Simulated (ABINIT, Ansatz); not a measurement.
# Quasiparticle gap of NaAsF6 (Fm-3m) in ABINIT, part 3 of 3

How does a plane-wave GW calculation on NaAsF6 (Fm-3m) run from the first input to the gap?

ABINIT 10.8.3; LDA and many-body steps on it, plane waves. Known limits of the many-body steps: not at the basis limit; no spin-orbit coupling; coarse k mesh.

So far. Step 4 (Empty states on the mesh, 2×2×2 mesh, 106 bands): On this mesh the gap is 5.289 eV. Step 5 (Screening, 2×2×2 mesh, 98 bands, screening to 98 eV): Local fields lower ε∞ by 9 %. On a Γ-centred mesh this coarse the value itself is usually too large, while a short band sum pulls it down.

**6. Self-energy, 2×2×2 mesh, 98 bands, screening to 98 eV**

The self-energy is evaluated for the states that the input lists, and the levels follow from it, in one-shot runs by the linearised quasiparticle equation.

This step: G0W0 on LDA, plane waves, norm-conserving pseudopotentials.

run.abi reads:

```
acell 3*1.0 Angstrom
rprim 
  -0.000000000000 3.983049320000 3.983049320000
  3.983049320000 -0.000000000000 3.983049320000
  3.983049320000 3.983049320000 0.000000000000
ntypat 3
znucl 11 33 9
natom 8
typat 1 2 3 3 3 3 3 3
xred 
  0.500000000000 0.500000000000 0.500000000000
  0.000000000000 0.000000000000 0.000000000000
  0.781629880000 0.781629880000 0.218370120000
  0.218370120000 0.781629880000 0.218370120000
  0.781629880000 0.218370120000 0.218370120000
  0.218370120000 0.218370120000 0.781629880000
  0.781629880000 0.218370120000 0.781629880000
  0.218370120000 0.781629880000 0.781629880000
pp_dirpath "pseudos"
pseudos "Na.upf, As.upf, F.upf"
ecut 44
ngkpt 2 2 2
nshiftk 1
shiftk 0 0 0
kptopt 1
chksymbreak 0
istwfk *1
occopt 1
irdwfk 1
optdriver 4
nband 98
gwcalctyp 0
ecutsigx 44
symsigma 1
nkptgw 1
kptgw 
  0.0000000000 0.0000000000 0.0000000000
bdgw 
  35 39
ecuteps 3.6
irdscr 1
ppmodel 1
indata_prefix "in"
outdata_prefix "out"
tmpdata_prefix "tmp"
```

Command:

```console
OMP_NUM_THREADS=1 mpirun -n 4 abinit run.abi > log
```

Numbers of over 12 decimals in the logs are rounded to 6 here.

What it wrote:

```text
.Version 10.8.3 of ABINIT. v10.8.2 released Aug 2026.

 Symmetries : space group Fm -3 m (#225); Bravais cF (face-center cubic)
[... echo of the input left out ...]
== DATASET  1 ==================================================================
-   mpi_nproc: 4, omp_nthreads: 1 (-1 if OMP is not activated)

--- !DatasetInfo
iteration_state: {dtset: 1, }
dimensions: {natom: 8, nkpt: 3, mband: 98, nsppol: 1, nspinor: 1, nspden: 1, mpw: 11935, }
cutoff_energies: {ecut:  44.0, pawecutdg:  -1.0, }
electrons: {nelect:   7.40000000E+01, charge:   0.00000000E+00, occopt:   1.00000000E+00, tsmear:   1.00000000E-02, }

 SIGMA: Calculation of the GW corrections

 Based on a program developped by R.W. Godby, V. Olevano, G. Onida, and L. Reining.
 Incorporated in ABINIT by V. Olevano, G.-M. Rignanese, and M. Torrent.
.Using double precision arithmetic ; gwpc =  8

[... cell and pseudopotentials left out ...]
--------------------------------------------------------------------------------

 ==== K-mesh for the wavefunctions ====
 Number of points in the irreducible wedge :     3
[... list of points left out ...]
 Together with 48 symmetry operations and time-reversal symmetry
 yields     8 points in the full Brillouin Zone.

 ==== Q-mesh for screening function ====
 Number of points in the irreducible wedge :     3
[... list of points left out ...]
 Together with 48 symmetry operations and time-reversal symmetry
 yields     8 points in the full Brillouin Zone.

 vcoul_init : cutoff-mode = AUXILIARY_FUNCTION
 q-points for optical limit:   1
     1)      0.000010    0.000020    0.000030
 setmesh: FFT mesh size selected  =    64x   64x   64
          total number of points  =       262144

 Number of electrons calculated from density =   74.0000; Expected =   74.0000
 average of density, n =  0.086768
 r_s =    1.4013
 omega_plasma =   28.4141 [eV]

 === KS Band Gaps ===
  >>>> For spin  1
   Minimum direct gap =   5.2892 [eV], located at k-point      :   0.0000  0.0000  0.0000
   Fundamental gap    =   5.2892 [eV], Top of valence bands at :   0.0000  0.0000  0.0000
                                       Bottom of conduction at :   0.0000  0.0000  0.0000
 SIGMA fundamental parameters:
 PLASMON POLE MODEL  1
 number of plane-waves for SigmaX                11935
 number of plane-waves for SigmaC and W            283
 number of plane-waves for wavefunctions         11935
 number of bands                                    98
 number of independent spin polarizations            1
 number of spinorial components                      1
 number of k-points in IBZ                           3
 number of q-points in IBZ                           3
 number of symmetry operations                      48
 number of k-points in BZ                            8
 number of q-points in BZ                            8
 number of frequencies for dSigma/dE                 9
 frequency step for dSigma/dE [eV]                0.25
 number of omega for Sigma on real axis              0
 max omega for Sigma on real axis  [eV]           0.00
 zcut for avoiding poles [eV]                     0.10

 EPSILON^-1 parameters (SCR file):
 dimension of the eps^-1 matrix on file            283
 dimension of the eps^-1 matrix used               283
 number of plane-waves for wavefunctions         11935
 number of bands                                    98
 number of q-points in IBZ                           3
 number of frequencies                               2
 number of real frequencies                          1
 number of imag frequencies                          1

 matrix elements of self-energy operator (all in [eV])

 Perturbative Calculation

--- !SelfEnergy_ee
iteration_state: {dtset: 1, }
kpoint     : [   0.000,    0.000,    0.000, ]
spin       : 1
KS_gap     :    5.289
QP_gap     :   10.995
Delta_QP_KS:    5.705
data: !SigmaeeData |
     Band     E0 <VxcDFT>   SigX SigC(E0)      Z dSigC/dE  Sig(E)    E-E0       E
       35  -3.679 -23.072 -30.803   4.993   0.827  -0.210 -25.335  -2.264  -5.943
       36  -3.679 -23.072 -30.803   4.993   0.827  -0.210 -25.335  -2.264  -5.943
       37  -3.679 -23.072 -30.803   4.993   0.827  -0.210 -25.335  -2.264  -5.943
       38   1.610 -18.550 -13.230  -1.423   0.883  -0.132 -15.108   3.442   5.051
       39   5.598 -10.075  -5.459  -1.813   0.908  -0.101  -7.529   2.546   8.144

== END DATASET(S) ==============================================================
================================================================================

 -outvars: echo values of variables after computation  --------
           etotal      0.0000000000E+00
            nband          98
             nkpt           3
          spgroup         225
 [... the other variables as echoed above ...]

 Calculation completed.
```

Run time: 6.5 s. Hardware: 4 MPI ranks of Arm Neoverse V1, shared host; peak memory 1.2 GiB.

This step gave:

| Quantity | Value |
| --- | --- |
| G0W0 gap on the points computed | 10.99 eV |
| starting gap on the mesh | 5.289 eV |
| k of the valence top | 0, 0, 0 |
| k of the conduction bottom | 0, 0, 0 |
| Z at the valence top | 0.827 |
| Z at the conduction bottom | 0.883 |
| least direct G0W0 gap on the computed points | 10.99 eV |

The gap on the mesh goes from 5.29 eV to 10.99 eV, a correction of +5.70 eV.

Limits: finite bands, cutoff and mesh; no spin-orbit coupling; coarse k mesh. v1 is the top filled band, c1 the lowest empty one. The levels before and after the correction (eV, zero at the valence-band top of each column):

|  | conduction bottom | valence top |
| --- | --- | --- |
| Kohn-Sham | 5.29 | 0.00 |
| G0W0 | 10.99 | 0.00 |

```csv
,level,energy (eV)
Kohn-Sham,Γ v3-v1,0.000
Kohn-Sham,Γ c1,5.289
Kohn-Sham,Γ c2,9.277
G0W0,Γ v3-v1,0.000
G0W0,Γ c1,10.994
G0W0,Γ c2,14.087
```

**7. Where the time went**

Times are wall times on 4 MPI ranks of Arm Neoverse V1, shared host, good to a factor of about two.

```csv
step,time,share,memory (GiB)
ground state,64 s,28 %,0.55
bands along the symmetry lines,87 s,38 %,0.57
empty states on the mesh,38 s,17 %,0.44
screening,32 s,14 %,1.9
self-energy,6.5 s,3 %,1.2
```

**8. Outcome**

- LDA gap: 5.29 eV, direct
- G0W0 gap on the mesh: 10.99 eV
- GW settings: 2×2×2 mesh, 98 bands, screening to 98 eV, Godby-Needs plasmon pole
- known limits: not at the basis limit; no spin-orbit coupling; coarse k mesh

G0W0 moves the gap on the mesh from 5.29 eV to 10.99 eV (+5.70 eV), with Z of 0.83 and 0.88 at the edges. Local fields lower the RPA ε∞ on this mesh from 1.89 to 1.72; a Γ-centred mesh this coarse tends to raise both, most where the direct gap is narrow, while a short band sum lowers them. Only 1 of the mesh's irreducible points was corrected, so a valley elsewhere could overtake. Bands and cutoff are finite, so the gap is not at the basis limit. The miss can reach some tenths of an eV and take either sign; the mesh is an error of its own. In the G0W0 run levels were corrected at 1 k point alone, so a gap called «on the mesh» is the least over those, and an edge elsewhere would be missed. The 2×2×2 mesh is coarse for this cell, which bears on the long-range parts of exchange and screening. The many-body steps are scalar-relativistic: spin-orbit coupling is not in them.

[Paths, hosts, dates, memory and timing lines, banners, echoed tables and standing remarks are left out of the program output.]

[Logs are printed without paths, hosts, clocks, repeated set-up lines and the standing remarks that a program may print on its own settings, such as how far it seeks lower states.]

[Runs of the session that timed out or met a known fault of the program may be left out.]

[Hosts, paths, dates, database ids (printed as entryN), source tags and the programs' standing remarks are cut or masked in the printed files.]

[G0W0 gaps are taken among the corrected bands and points alone; a level outside them can change the order at an edge.]

[Where Ansatz stands beside ABINIT at settings called matched, ABINIT's density can come from a denser mesh and the files from another edition; pairs whose starting gaps differed by over 0.03 eV were left out, so agreement reads better than it is.]
